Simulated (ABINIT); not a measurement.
An input for ABINIT 10.8.3 (CdS (Greenockite)):

```
acell 3*1.0 Angstrom
rprim 
  4.149999999997 0.000000000001 0.000000000000
  -2.074999999999 3.594005425702 0.000000000000
  0.000000000000 0.000000000000 6.737000000000
ntypat 2
znucl 48 16
natom 4
typat 1 1 2 2
xred 
  0.333333333333 0.666666666667 0.000000000000
  0.666666666667 0.333333333333 0.500000000000
  0.333333333333 0.666666666667 0.375000000000
  0.666666666667 0.333333333333 0.875000000000
pp_dirpath "pseudos"
pseudos "Cd.upf, S.upf"
ecut 38
ngkpt 3 3 2
nshiftk 1
shiftk 0 0 0
kptopt 1
chksymbreak 0
istwfk *1
occopt 1
irdwfk 1
optdriver 3
nband 67
ecuteps 3.9
inclvkb 2
awtr 1
symchi 1
indata_prefix "in"
outdata_prefix "out"
tmpdata_prefix "tmp"
```

The database entry behind the starting cell differs from later determinations by our own check (about 0.35 % long), so it need not match the best structure at ambient conditions.

```sh
OMP_NUM_THREADS=1 mpirun -n 4 abinit run.abi > log
```

Question: Estimate wall time and host memory on 4 MPI ranks of Intel Xeon Platinum 8488C (Sapphire Rapids), shared host.

It took 19 s; on shared hardware allow 9.7 s to 39 s. Peak host memory was 0.95 GiB.

[Paths, hosts, dates, memory and timing lines, banners, echoed tables and standing remarks are left out of the program output.]

[Logs are printed without paths, hosts, clocks, repeated set-up lines and the standing remarks that a program may print on its own settings, such as how far it seeks lower states.]

[Runs of the session that timed out or met a known fault of the program may be left out.]

[Hosts, paths, dates, database ids (printed as entryN), source tags and the programs' standing remarks are cut or masked in the printed files.]

[G0W0 gaps are taken among the corrected bands and points alone; a level outside them can change the order at an edge.]

[Where Ansatz stands beside ABINIT at settings called matched, ABINIT's density can come from a denser mesh and the files from another edition; pairs whose starting gaps differed by over 0.03 eV were left out, so agreement reads better than it is.]
